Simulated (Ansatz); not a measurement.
# Rh wire along [100], 16 atoms a period: bands along the axis

Aim: is the Rh wire along [100], 16 atoms a period a metal or a semiconductor?

Calculated with Ansatz 0.2.0; DFT PBE, plane waves, PAW; relaxation of a wire's period; PAW set soft_1, in the first sound run; inputs show where later runs differ.

### Step 1. The structure

The cell holds 16 atoms: 16 Rh. Cell: a = 12.545 Å, b = 12.545 Å, c = 3.830 Å, α = 90.0°, β = 90.0°, γ = 90.0°. Vacuum lies along a and b. The structure's axis is c.

### Step 2. Relaxing the period

Band widths follow the bond lengths, so the wire is relaxed first. The atoms and the third cell vector are free; the box across stays fixed as vacuum. A Fermi-Dirac smearing is set since the result may be a metal. The pressure printed is a third of the stress's trace over the whole box, vacuum included; only the stress along the axis is relaxed.

Contents of input.yaml:

```yaml
crystal:
  lattice:
    - [12.545, 0.0, 0.0]
    - [0.0, 12.545, 0.0]
    - [0.0, 0.0, 3.83]
  atoms:
    - { symbol: Rh, position: [0.271024312, 0.271024312, 0.0] }
    - { symbol: Rh, position: [0.271024312, 0.576325229, 0.0] }
    - { symbol: Rh, position: [0.423674771, 0.423674771, 0.0] }
    - { symbol: Rh, position: [0.423674771, 0.728975688, 0.0] }
    - { symbol: Rh, position: [0.576325229, 0.271024312, 0.0] }
    - { symbol: Rh, position: [0.576325229, 0.576325229, 0.0] }
    - { symbol: Rh, position: [0.728975688, 0.423674771, 0.0] }
    - { symbol: Rh, position: [0.728975688, 0.728975688, 0.0] }
    - { symbol: Rh, position: [0.271024312, 0.423674771, 0.5] }
    - { symbol: Rh, position: [0.271024312, 0.728975688, 0.5] }
    - { symbol: Rh, position: [0.423674771, 0.271024312, 0.5] }
    - { symbol: Rh, position: [0.423674771, 0.576325229, 0.5] }
    - { symbol: Rh, position: [0.576325229, 0.423674771, 0.5] }
    - { symbol: Rh, position: [0.576325229, 0.728975688, 0.5] }
    - { symbol: Rh, position: [0.728975688, 0.271024312, 0.5] }
    - { symbol: Rh, position: [0.728975688, 0.576325229, 0.5] }
kpoints:
  mp_grid: { grid: [1, 1, 21] }
scf:
  occupations: { method: fermi_dirac, width: 0.05 }
hamiltonian:
  xc: pbe
  pseudopotentials: { kind: paw, azcp: { folder: soft_1 } }
relax:
  cell: { fix: [a, b, alpha, beta, gamma] }
  max_steps: 45
  f_tol: 0.03
```

Command:

```
> ansatz run input.yaml --threads 4 --pin off --max-ram 16384MiB --backend cpu --events-out ev --progress --plain --runs-dir out
```

Numbers of over 12 decimals in the logs are rounded to 6 here.

The log of the run:

```text
Engine: ansatz 0.2.0, x86_64-unknown-linux-gnu
Pseudopotentials: kind: paw
Pseudopotential: Rh, paw, valence charge 17, recommended cutoff 420 eV (normal), soft_1/Rh.paw.azcp
Functional definition: PBE
  parameter kappa = 0.804
  parameter beta = 0.066725
  exchange = pbe_x(kappa = kappa, mu = beta*pi^2/3)
  correlation = pbe_c(beta = beta)
Crystal: 16 atoms, lattice volume = 602.754 Å³
Basis set: ecut = 420 eV, 11853 PW (Γ), exchange–correlation on 180×180×54 points (8 copies of the dense FFT grid, shifted against one another)
Bands: 164, of which v1, the nominal top of the filled ones, is band 136 counted from 1 (135 counted from 0)
Symmetry: 16 space group operations
Space group: P42/mcm (ITA 132), of the structure as read, at distance tolerance 8.4e-5 Å
k-points: 11 of 21
Non-local potential: Rh, projectors of the file, l = 0: 3, l = 1: 2, l = 2: 2, l = 3: 1
PAW form: soft (Blöchl's): semilocal exchange-correlation on the pseudo side does not see the compensation charge
PAW one-centre angular grid: Rh, 590 points (default); XC on 64 Gauss nodes
Initial density: superposition of atomic densities (neutral atoms: chi_scale 0, normalization atom)
Initial wavefunctions: pseudopotential atomic-orbital guess
Functional: x = pbe(κ = 0.804, μ = 0.219515), c = pbe(β = 0.066725)
SCF iter   1: F=—  HF=-102435.769259 eV  |F-HF|=—  |Δ(HF+E_count)|=         —  Δρ=5.38e-2  dr2=2.60e1  ethr=3.10e-3  ⟨swp⟩=6.5  Hψ=6371  notcnv=0  defer=28
preconditioner: auto → LDOS  [metal: Δε(μ)=0.012 eV  Ē_g=4.607 eV  σ=0.050 eV  W_gap=0.06  n_scr=142 (ndim 8)  ℏωp=18.1 eV  f_vac=0.483  D(μ)=40.97/eV (n_scr^D=432)  β→1.0]
SCF iter   2: F=—  HF=-102439.024719 eV  |F-HF|=—  |Δ(HF+E_count)|=    3.26e0  Δρ=6.79e-2  dr2=3.76e1  ethr=3.10e-3  ⟨swp⟩=3.0  Hψ=4812  notcnv=0  defer=82
SCF iter   3: F=—  HF=-102428.888367 eV  |F-HF|=—  |Δ(HF+E_count)|=    1.01e1  Δρ=1.25e-2  dr2=9.00e-1  ethr=3.10e-3  ⟨swp⟩=2.8  Hψ=3839  notcnv=0  defer=79
SCF iter   4: F=—  HF=-102428.658509 eV  |F-HF|=—  |Δ(HF+E_count)|=   2.30e-1  Δρ=2.79e-3  dr2=6.42e-2  ethr=3.31e-4  ⟨swp⟩=2.5  Hψ=3633  notcnv=0  defer=84
SCF iter   5: F=—  HF=-102428.655668 eV  |F-HF|=—  |Δ(HF+E_count)|=   2.84e-3  Δρ=1.18e-3  dr2=1.34e-2  ethr=2.36e-5  ⟨swp⟩=2.0  Hψ=2723  notcnv=0  defer=84
SCF iter   6: F=—  HF=-102428.654805 eV  |F-HF|=—  |Δ(HF+E_count)|=   8.63e-4  Δρ=5.83e-4  dr2=2.28e-3  ethr=4.92e-6  ⟨swp⟩=2.0  Hψ=2631  notcnv=0  defer=84
SCF iter   7: F=—  HF=-102428.654543 eV  |F-HF|=—  |Δ(HF+E_count)|=   2.62e-4  Δρ=2.03e-4  dr2=4.08e-4  ethr=8.39e-7  ⟨swp⟩=2.0  Hψ=2507  notcnv=0  defer=84
SCF iter   8: F=—  HF=-102428.654530 eV  |F-HF|=—  |Δ(HF+E_count)|=   1.29e-5  Δρ=9.31e-5  dr2=1.11e-4  ethr=1.50e-7  ⟨swp⟩=2.0  Hψ=2480  notcnv=0  defer=84
SCF iter   9: F=—  HF=-102428.654509 eV  |F-HF|=—  |Δ(HF+E_count)|=   2.02e-5  Δρ=4.68e-5  dr2=1.90e-5  ethr=4.09e-8  ⟨swp⟩=2.0  Hψ=2519  notcnv=0  defer=84
SCF iter  10: F=—  HF=-102428.654998 eV  |F-HF|=—  |Δ(HF+E_count)|=   4.89e-4  Δρ=1.27e-5  dr2=1.77e-6  ethr=6.97e-9  ⟨swp⟩=2.0  Hψ=2615  notcnv=0  defer=84
SCF iter  11: F=—  HF=-102428.654998 eV  |F-HF|=—  |Δ(HF+E_count)|=   3.64e-8  Δρ=4.08e-6  dr2=1.15e-7  ethr=6.51e-10  ⟨swp⟩=2.2  Hψ=2401  notcnv=0  defer=84
SCF iter  12: F=-102428.654998 eV  HF=-102428.654998 eV  |F-HF|=1.45e-8  |Δ(HF+E_count)|=   3.10e-8  Δρ=1.85e-6  dr2=2.65e-8  ethr=3.68e-11  ⟨swp⟩=4.1  Hψ=5594  notcnv=0
SCF 1 converged in 12 iterations: F = -102428.654998 eV  dr2 = 2.65e-8
  greatest PAW one-centre occupation: 1.000 electrons in one spin orbital (limit 2), on the Rh atom at site 12 (counted from 0), in its partial waves of l = 0
relax step   1: F+E_penalty+E_count = -102428.65499813 eV  Δ(F+E_penalty+E_count) = +0.000e0 eV  max|allowed force component| = 8.248e-1 eV/Å  Δτ_max = 0.0000 Å  P = -5.361 GPa  Ω = 602.754 Å³  fix = [a, b, alpha, beta, gamma]  reactions: a -4.312, b -4.312 GPa  (12 SCF iters, dr2 threshold 1.00e-7 eV, accepted)
Crystal: 16 atoms, lattice volume = 573.145 Å³
Basis set: ecut = 420 eV, 11109 PW (Γ), exchange–correlation on 180×180×54 points (8 copies of the dense FFT grid, shifted against one another)
Initial density: handed on by an earlier stage of this run
Initial wavefunctions: those handed on with the density
iter 1 solved again at ethr=1.46e-3 eV; its pass at ethr=3.10e-3 eV (dr2=3.97e0 eV) is discarded
SCF iter   1: F=—  HF=-102429.770724 eV  |F-HF|=—  |Δ(HF+E_count)|=         —  Δρ=1.60e-2  dr2=3.99e0  ethr=1.46e-3  ⟨swp⟩=2.2  Hψ=8921  notcnv=0
preconditioner: auto → LDOS  [metal: Δε(μ)=0.005 eV  Ē_g=4.821 eV  σ=0.050 eV  W_gap=0.03  n_scr=142 (ndim 8)  ℏωp=18.6 eV  f_vac=0.509  D(μ)=38.57/eV (n_scr^D=380)  β→1.0]
SCF iter   2: F=—  HF=-102429.639310 eV  |F-HF|=—  |Δ(HF+E_count)|=   1.31e-1  Δρ=6.91e-3  dr2=5.60e-1  ethr=1.46e-3  ⟨swp⟩=2.0  Hψ=2252  notcnv=0
SCF iter   3: F=—  HF=-102429.623825 eV  |F-HF|=—  |Δ(HF+E_count)|=   1.55e-2  Δρ=4.44e-3  dr2=1.87e-1  ethr=2.06e-4  ⟨swp⟩=3.0  Hψ=3234  notcnv=0
SCF iter   4: F=—  HF=-102429.599421 eV  |F-HF|=—  |Δ(HF+E_count)|=   2.44e-2  Δρ=1.26e-3  dr2=1.59e-2  ethr=6.86e-5  ⟨swp⟩=2.2  Hψ=3210  notcnv=0  defer=79
SCF iter   5: F=—  HF=-102429.596774 eV  |F-HF|=—  |Δ(HF+E_count)|=   2.65e-3  Δρ=4.36e-4  dr2=1.50e-3  ethr=5.85e-6  ⟨swp⟩=3.0  Hψ=3023  notcnv=0  defer=79
SCF iter   6: F=—  HF=-102429.597516 eV  |F-HF|=—  |Δ(HF+E_count)|=   7.42e-4  Δρ=1.52e-4  dr2=2.34e-4  ethr=5.52e-7  ⟨swp⟩=2.0  Hψ=2414  notcnv=0  defer=79
SCF iter   7: F=—  HF=-102429.597532 eV  |F-HF|=—  |Δ(HF+E_count)|=   1.61e-5  Δρ=6.34e-5  dr2=4.36e-5  ethr=8.58e-8  ⟨swp⟩=2.2  Hψ=2562  notcnv=0  defer=79
SCF iter   8: F=—  HF=-102429.597532 eV  |F-HF|=—  |Δ(HF+E_count)|=   4.25e-8  Δρ=2.25e-5  dr2=4.32e-6  ethr=1.60e-8  ⟨swp⟩=2.0  Hψ=2404  notcnv=0  defer=79
SCF iter   9: F=-102429.597531 eV  HF=-102429.597532 eV  |F-HF|=6.75e-8  |Δ(HF+E_count)|=   1.55e-7  Δρ=5.60e-6  dr2=2.06e-7  ethr=5.88e-10  ⟨swp⟩=4.8  Hψ=6071  notcnv=0
SCF 2 converged in 9 iterations: F = -102429.597531 eV  dr2 = 2.06e-7
relax step   2: F+E_penalty+E_count = -102429.59753149 eV  Δ(F+E_penalty+E_count) = -9.425e-1 eV  max|allowed force component| = 4.830e-1 eV/Å  Δτ_max = 0.1275 Å  P = +2.198 GPa  Ω = 573.145 Å³  energy of the carried Pulay correction = +6.580e-3 eV  fix = [a, b, alpha, beta, gamma]  reactions: a +2.562, b +2.562 GPa  (9 SCF iters, dr2 threshold 1.60e-6 eV, accepted)
Crystal: 16 atoms, lattice volume = 570.487 Å³
Basis set: ecut = 420 eV, 11085 PW (Γ), exchange–correlation on 180×180×54 points (8 copies of the dense FFT grid, shifted against one another)
iter 1 solved again at ethr=5.18e-4 eV; its pass at ethr=3.10e-3 eV (dr2=1.41e0 eV) is discarded
SCF iter   1: F=—  HF=-102429.815048 eV  |F-HF|=—  |Δ(HF+E_count)|=         —  Δρ=8.99e-3  dr2=1.37e0  ethr=5.18e-4  ⟨swp⟩=3.0  Hψ=6622  notcnv=0
preconditioner: auto → LDOS  [metal: Δε(μ)=0.015 eV  Ē_g=4.671 eV  σ=0.050 eV  W_gap=0.08  n_scr=142 (ndim 8)  ℏωp=18.7 eV  f_vac=0.497  D(μ)=37.99/eV (n_scr^D=372)  β→1.0]
SCF iter   2: F=—  HF=-102429.774340 eV  |F-HF|=—  |Δ(HF+E_count)|=   4.07e-2  Δρ=3.17e-3  dr2=2.10e-1  ethr=5.04e-4  ⟨swp⟩=2.1  Hψ=2547  notcnv=0
SCF iter   3: F=—  HF=-102429.771473 eV  |F-HF|=—  |Δ(HF+E_count)|=   2.87e-3  Δρ=3.25e-3  dr2=7.24e-2  ethr=7.72e-5  ⟨swp⟩=2.9  Hψ=3045  notcnv=0
SCF iter   4: F=—  HF=-102429.756410 eV  |F-HF|=—  |Δ(HF+E_count)|=   1.51e-2  Δρ=5.22e-4  dr2=2.44e-3  ethr=2.66e-5  ⟨swp⟩=2.3  Hψ=3034  notcnv=0
SCF iter   5: F=—  HF=-102429.756486 eV  |F-HF|=—  |Δ(HF+E_count)|=   7.63e-5  Δρ=2.06e-4  dr2=2.17e-4  ethr=8.96e-7  ⟨swp⟩=3.0  Hψ=3333  notcnv=0  defer=36
SCF iter   6: F=—  HF=-102429.757068 eV  |F-HF|=—  |Δ(HF+E_count)|=   5.82e-4  Δρ=5.89e-5  dr2=3.20e-5  ethr=7.97e-8  ⟨swp⟩=2.5  Hψ=2690  notcnv=0  defer=36
SCF iter   7: F=—  HF=-102429.757075 eV  |F-HF|=—  |Δ(HF+E_count)|=   6.32e-6  Δρ=2.66e-5  dr2=8.06e-6  ethr=1.18e-8  ⟨swp⟩=2.1  Hψ=2574  notcnv=0  defer=36
SCF iter   8: F=—  HF=-102429.757075 eV  |F-HF|=—  |Δ(HF+E_count)|=   1.46e-8  Δρ=1.21e-5  dr2=1.87e-6  ethr=2.96e-9  ⟨swp⟩=2.2  Hψ=2487  notcnv=0  defer=36
SCF iter   9: F=-102429.757075 eV  HF=-102429.757075 eV  |F-HF|=3.57e-9  |Δ(HF+E_count)|=   5.64e-8  Δρ=3.44e-6  dr2=6.33e-8  ethr=5.88e-10  ⟨swp⟩=4.0  Hψ=4969  notcnv=0
SCF 3 converged in 9 iterations: F = -102429.757075 eV  dr2 = 6.33e-8
relax step   3: F+E_penalty+E_count = -102429.75707451 eV  Δ(F+E_penalty+E_count) = -1.595e-1 eV  max|allowed force component| = 7.347e-2 eV/Å  Δτ_max = 0.0759 Å  P = -0.286 GPa  Ω = 570.487 Å³  energy of the carried Pulay correction = +7.187e-3 eV  fix = [a, b, alpha, beta, gamma]  reactions: a -0.165, b -0.165 GPa  (9 SCF iters, dr2 threshold 1.60e-6 eV, accepted)
Crystal: 16 atoms, lattice volume = 567.242 Å³
Basis set: ecut = 420 eV, 11037 PW (Γ), exchange–correlation on 180×180×54 points (8 copies of the dense FFT grid, shifted against one another)
iter 1 solved again at ethr=4.09e-6 eV; its pass at ethr=3.10e-3 eV (dr2=1.11e-2 eV) is discarded
SCF iter   1: F=—  HF=-102429.767502 eV  |F-HF|=—  |Δ(HF+E_count)|=         —  Δρ=1.31e-3  dr2=1.10e-2  ethr=4.09e-6  ⟨swp⟩=2.0  Hψ=8605  notcnv=0
preconditioner: auto → LDOS  [metal: Δε(μ)=0.018 eV  Ē_g=4.676 eV  σ=0.050 eV  W_gap=0.09  n_scr=142 (ndim 8)  ℏωp=18.7 eV  f_vac=0.496  D(μ)=38.72/eV (n_scr^D=392)  β→1.0]
SCF iter   2: F=—  HF=-102429.767072 eV  |F-HF|=—  |Δ(HF+E_count)|=   4.30e-4  Δρ=5.62e-4  dr2=2.27e-3  ethr=4.04e-6  ⟨swp⟩=2.1  Hψ=2765  notcnv=0
SCF iter   3: F=—  HF=-102429.766875 eV  |F-HF|=—  |Δ(HF+E_count)|=   1.97e-4  Δρ=3.88e-4  dr2=1.09e-3  ethr=8.34e-7  ⟨swp⟩=2.2  Hψ=3012  notcnv=0
SCF iter   4: F=—  HF=-102429.766681 eV  |F-HF|=—  |Δ(HF+E_count)|=   1.94e-4  Δρ=8.87e-5  dr2=8.46e-5  ethr=3.99e-7  ⟨swp⟩=2.0  Hψ=2596  notcnv=0
SCF iter   5: F=—  HF=-102429.767168 eV  |F-HF|=—  |Δ(HF+E_count)|=   4.87e-4  Δρ=3.59e-5  dr2=8.43e-6  ethr=3.11e-8  ⟨swp⟩=2.1  Hψ=2696  notcnv=0
SCF iter   6: F=—  HF=-102429.767169 eV  |F-HF|=—  |Δ(HF+E_count)|=   6.94e-7  Δρ=9.38e-6  dr2=7.44e-7  ethr=3.10e-9  ⟨swp⟩=2.0  Hψ=2454  notcnv=0
SCF iter   7: F=-102429.767169 eV  HF=-102429.767169 eV  |F-HF|=7.28e-8  |Δ(HF+E_count)|=   6.90e-8  Δρ=3.45e-6  dr2=1.03e-7  ethr=2.57e-10  ⟨swp⟩=4.0  Hψ=5587  notcnv=0
SCF 4 converged in 7 iterations: F = -102429.767169 eV  dr2 = 1.03e-7
relax step   4: F+E_penalty+E_count = -102429.76716861 eV  Δ(F+E_penalty+E_count) = -1.009e-2 eV  max|allowed force component| = 7.433e-2 eV/Å  Δτ_max = 0.0093 Å  P = -0.053 GPa  Ω = 567.242 Å³  energy of the carried Pulay correction = +7.932e-3 eV  fix = [a, b, alpha, beta, gamma]  reactions: a -0.053, b -0.053 GPa  (7 SCF iters, dr2 threshold 6.99e-7 eV, accepted)
Crystal: 16 atoms, lattice volume = 566.298 Å³
Basis set: ecut = 420 eV, 10997 PW (Γ), exchange–correlation on 180×180×54 points (8 copies of the dense FFT grid, shifted against one another)
iter 1 solved again at ethr=3.47e-6 eV; its pass at ethr=3.10e-3 eV (dr2=9.45e-3 eV) is discarded
SCF iter   1: F=—  HF=-102429.770991 eV  |F-HF|=—  |Δ(HF+E_count)|=         —  Δρ=1.24e-3  dr2=9.12e-3  ethr=3.47e-6  ⟨swp⟩=2.3  Hψ=6768  notcnv=0
preconditioner: auto → LDOS  [metal: Δε(μ)=0.013 eV  Ē_g=4.677 eV  σ=0.050 eV  W_gap=0.06  n_scr=142 (ndim 8)  ℏωp=18.7 eV  f_vac=0.496  D(μ)=38.95/eV (n_scr^D=400)  β→1.0]
SCF iter   2: F=—  HF=-102429.770584 eV  |F-HF|=—  |Δ(HF+E_count)|=   4.07e-4  Δρ=5.56e-4  dr2=1.50e-3  ethr=3.35e-6  ⟨swp⟩=2.5  Hψ=2713  notcnv=0
SCF iter   3: F=—  HF=-102429.770512 eV  |F-HF|=—  |Δ(HF+E_count)|=   7.18e-5  Δρ=3.69e-4  dr2=7.76e-4  ethr=5.50e-7  ⟨swp⟩=2.0  Hψ=3047  notcnv=0
SCF iter   4: F=—  HF=-102429.770385 eV  |F-HF|=—  |Δ(HF+E_count)|=   1.27e-4  Δρ=8.42e-5  dr2=5.04e-5  ethr=2.85e-7  ⟨swp⟩=2.0  Hψ=2723  notcnv=0
SCF iter   5: F=—  HF=-102429.770872 eV  |F-HF|=—  |Δ(HF+E_count)|=   4.86e-4  Δρ=3.29e-5  dr2=7.84e-6  ethr=1.85e-8  ⟨swp⟩=3.1  Hψ=3173  notcnv=0
SCF iter   6: F=-102429.770871 eV  HF=-102429.770871 eV  |F-HF|=1.92e-9  |Δ(HF+E_count)|=   8.72e-7  Δρ=6.44e-6  dr2=1.66e-7  ethr=1.27e-10  ⟨swp⟩=4.0  Hψ=7084  notcnv=0
SCF 5 converged in 6 iterations: F = -102429.770871 eV  dr2 = 1.66e-7
relax step   5: F+E_penalty+E_count = -102429.77087083 eV  Δ(F+E_penalty+E_count) = -3.702e-3 eV  max|allowed force component| = 8.145e-3 eV/Å  Δτ_max = 0.0106 Å  P = -0.041 GPa  Ω = 566.298 Å³  energy of the carried Pulay correction = +8.149e-3 eV  fix = [a, b, alpha, beta, gamma]  reactions: a -0.048, b -0.048 GPa  (6 SCF iters, dr2 threshold 3.45e-7 eV, accepted)
Basis set: ecut = 420 eV, 10997 PW (Γ), exchange–correlation on 180×180×50 points (8 copies of the dense FFT grid, shifted against one another)
Initial wavefunctions: pseudopotential atomic-orbital guess (no wavefunctions were taken with the density)
iter 1 solved again at ethr=6.78e-7 eV; its pass at ethr=3.10e-3 eV (dr2=1.85e-3 eV) is discarded
SCF iter   1: F=—  HF=-102429.760542 eV  |F-HF|=—  |Δ(HF+E_count)|=         —  Δρ=1.51e-4  dr2=2.18e-5  ethr=6.78e-7  ⟨swp⟩=4.2  Hψ=12438  notcnv=0
preconditioner: auto → LDOS  [metal: Δε(μ)=0.013 eV  Ē_g=4.676 eV  σ=0.050 eV  W_gap=0.06  n_scr=142 (ndim 8)  ℏωp=18.7 eV  f_vac=0.496  D(μ)=39.13/eV (n_scr^D=400)  β→1.0]
SCF iter   2: F=—  HF=-102429.761069 eV  |F-HF|=—  |Δ(HF+E_count)|=   5.26e-4  Δρ=5.90e-5  dr2=1.08e-5  ethr=8.02e-9  ⟨swp⟩=2.8  Hψ=3587  notcnv=0
SCF iter   3: F=—  HF=-102429.761065 eV  |F-HF|=—  |Δ(HF+E_count)|=   3.34e-6  Δρ=1.79e-5  dr2=1.43e-6  ethr=3.97e-9  ⟨swp⟩=2.0  Hψ=3240  notcnv=0
SCF iter   4: F=—  HF=-102429.761065 eV  |F-HF|=—  |Δ(HF+E_count)|=   2.41e-7  Δρ=4.26e-6  dr2=7.92e-8  ethr=5.24e-10  ⟨swp⟩=3.5  Hψ=4260  notcnv=0
SCF iter   5: F=—  HF=-102429.761065 eV  |F-HF|=—  |Δ(HF+E_count)|=   3.78e-9  Δρ=1.04e-6  dr2=6.17e-9  ethr=2.91e-11  ⟨swp⟩=2.1  Hψ=2747  notcnv=0
SCF iter   6: F=—  HF=-102429.761065 eV  |F-HF|=—  |Δ(HF+E_count)|=   2.79e-9  Δρ=4.44e-7  dr2=1.52e-9  ethr=2.27e-12  ⟨swp⟩=2.0  Hψ=2655  notcnv=0
SCF iter   7: F=—  HF=-102429.761065 eV  |F-HF|=—  |Δ(HF+E_count)|=  5.82e-11  Δρ=1.88e-7  dr2=3.75e-10  ethr=1.00e-12  ⟨swp⟩=2.0  Hψ=2447  notcnv=0
SCF iter   8: F=-102429.761065 eV  HF=-102429.761065 eV  |F-HF|=4.37e-11  |Δ(HF+E_count)|=    0.00e0  Δρ=1.09e-7  dr2=9.98e-11  ethr=1.00e-12  ⟨swp⟩=4.9  Hψ=5910  notcnv=0
SCF 6 converged in 8 iterations: F = -102429.761065 eV  dr2 = 9.98e-11
relax step   6: F+E_penalty+E_count = -102429.76106518 eV  Δ(F+E_penalty+E_count) = +9.806e-3 eV  max|allowed force component| = 8.029e-3 eV/Å  Δτ_max = 0.0000 Å  P = -0.029 GPa  Ω = 566.298 Å³  fix = [a, b, alpha, beta, gamma]  reactions: a -0.034, b -0.034 GPa  stress off target by 1.92e-2 GPa on what of the cell is left free  SCF on the basis re-selected at this cell (its energy is not comparable with the rows above)  (8 SCF iters)
basis re-selected at this cell: Δ(F+E_penalty+E_count) = +9.806e-3 eV, ΔP = +0.012 GPa vs the last step (what re-selecting the basis moved, of the pressure what is left beyond the Pulay correction that the steps carried, after the strain that the cell walked since its last selection, with what the two solves' SCF thresholds leave and, on support functions, any second-order correction that the steps lacked; it is no measure of the basis error at this ecutwfc). The dense FFT grid was sized anew with the basis: this SCF ran on 90×90×25 points, the steps before it on 90×90×27, so part of this shift can come from that change (see relax.cell in the input reference). [rest of the remark cut]
SCF converged after 8 iterations
Free energy (F): -102429.761065 eV
Harris-Foulkes:  -102429.761065 eV  (|F-HF|=4.37e-11)
Internal energy: -102429.443482 eV  (E = F + TS)
E sigma→0 (E₀):  -102429.602273 eV
Entropy (-TS):   -0.317584 eV (-19.849 meV/atom)
Fermi energy:    5.868294 eV
--- Per-component energies (eV) ---
  E_band       = -5720.860878
  E_kinetic    = 8582.955095
  E_local      = -139053.191594  (includes V_loc(G=0)·N_el)
  E_nonlocal   = 4801.277371
  E_hartree    = 64303.060518
  E_xc         = -3206.232588
  E_vxc        = -4020.118861  (∫ρ·V_xc dr)
  E_paw        = -57663.752264  (= ΣΔE_a)
  E_vpaw       = -4637.905833  (= ΣTr[D̂ρ^β])
  E_aug_tail   = 0.000930  (compensation charges beyond the density's cutoff)
  E_ewald      = 19806.439052
  E_smearing   = -0.317584  (= −TS)
  E_closure    = -0.000000  (closes the sum)
  Σ components = -102429.761065   (vs F -102429.761065, Δ=0.00e0)
--- Forces (eV/Å), atoms counted from 1 ---
  atom   1  Rh    -0.00760577    -0.00760577     0.00000000
  atom   2  Rh     0.00335820    -0.00802866     0.00000000
  atom   3  Rh    -0.00002465    -0.00002465     0.00000000
  atom   4  Rh     0.00802866    -0.00335820     0.00000000
  atom   5  Rh    -0.00802866     0.00335820     0.00000000
  atom   6  Rh     0.00002465     0.00002465     0.00000000
  atom   7  Rh    -0.00335820     0.00802866     0.00000000
  atom   8  Rh     0.00760577     0.00760577     0.00000000
  atom   9  Rh     0.00335820     0.00802866     0.00000000
  atom  10  Rh    -0.00760577     0.00760577     0.00000000
  atom  11  Rh     0.00802866     0.00335820     0.00000000
  atom  12  Rh    -0.00002465     0.00002465     0.00000000
  atom  13  Rh     0.00002465    -0.00002465     0.00000000
  atom  14  Rh    -0.00802866    -0.00335820     0.00000000
  atom  15  Rh     0.00760577    -0.00760577     0.00000000
  atom  16  Rh    -0.00335820    -0.00802866     0.00000000
  max |Σ_I F_I| component: 1.30e-18 eV/Å
--- Stress (GPa, compression-positive) ---
       -0.034290       0.000000       0.000000
        0.000000      -0.034290       0.000000
        0.000000       0.000000      -0.019191
  P = ⅓ Tr σ = -0.0293 GPa (-0.293 kbar)
--- Relaxed structure (5 steps of the walk, 5 accepted, 1 SCFs on fresh bases) ---
  F+E_penalty+E_count = -102429.76106518 eV   max|allowed force component| = 8.029e-3 eV/Å   (the final SCF, on the basis selected at the relaxed cell)
  cell:  # Å, volume = 566.2985 Å³
    - [12.545, 0.0, 0.0]
    - [0.0, 12.545, 0.0]
    - [0.0, 0.0, 3.598355]
  atoms:
    - { symbol: Rh, position: [0.274042, 0.274042, 0.0] }
    - { symbol: Rh, position: [0.271146, 0.575605, 0.0] }
    - { symbol: Rh, position: [0.421650, 0.421650, 0.0] }
    - { symbol: Rh, position: [0.424395, 0.728854, 0.0] }
    - { symbol: Rh, position: [0.575605, 0.271146, 0.0] }
    - { symbol: Rh, position: [0.578350, 0.578350, 0.0] }
    - { symbol: Rh, position: [0.728854, 0.424395, 0.0] }
    - { symbol: Rh, position: [0.725958, 0.725958, 0.0] }
    - { symbol: Rh, position: [0.271146, 0.424395, 0.5] }
    - { symbol: Rh, position: [0.274042, 0.725958, 0.5] }
    - { symbol: Rh, position: [0.424395, 0.271146, 0.5] }
    - { symbol: Rh, position: [0.421650, 0.578350, 0.5] }
    - { symbol: Rh, position: [0.578350, 0.421650, 0.5] }
    - { symbol: Rh, position: [0.575605, 0.728854, 0.5] }
    - { symbol: Rh, position: [0.725958, 0.274042, 0.5] }
    - { symbol: Rh, position: [0.728854, 0.575605, 0.5] }
```

Run time: 1.8 min. Hardware: 4 threads of Intel Xeon Platinum 8375C at 2.90GHz (Ice Lake), shared host; peak memory 2.4 GiB; 7.1 min of CPU time.

(Part 1 of 2 ends here.)

[Logs are printed without paths, hosts, clocks, repeated set-up lines and the standing remarks that a program may print on its own settings, such as how far it seeks lower states.]

[Hosts, paths, dates, database ids (printed as entryN), source tags and the programs' standing remarks are cut or masked in the printed files.]
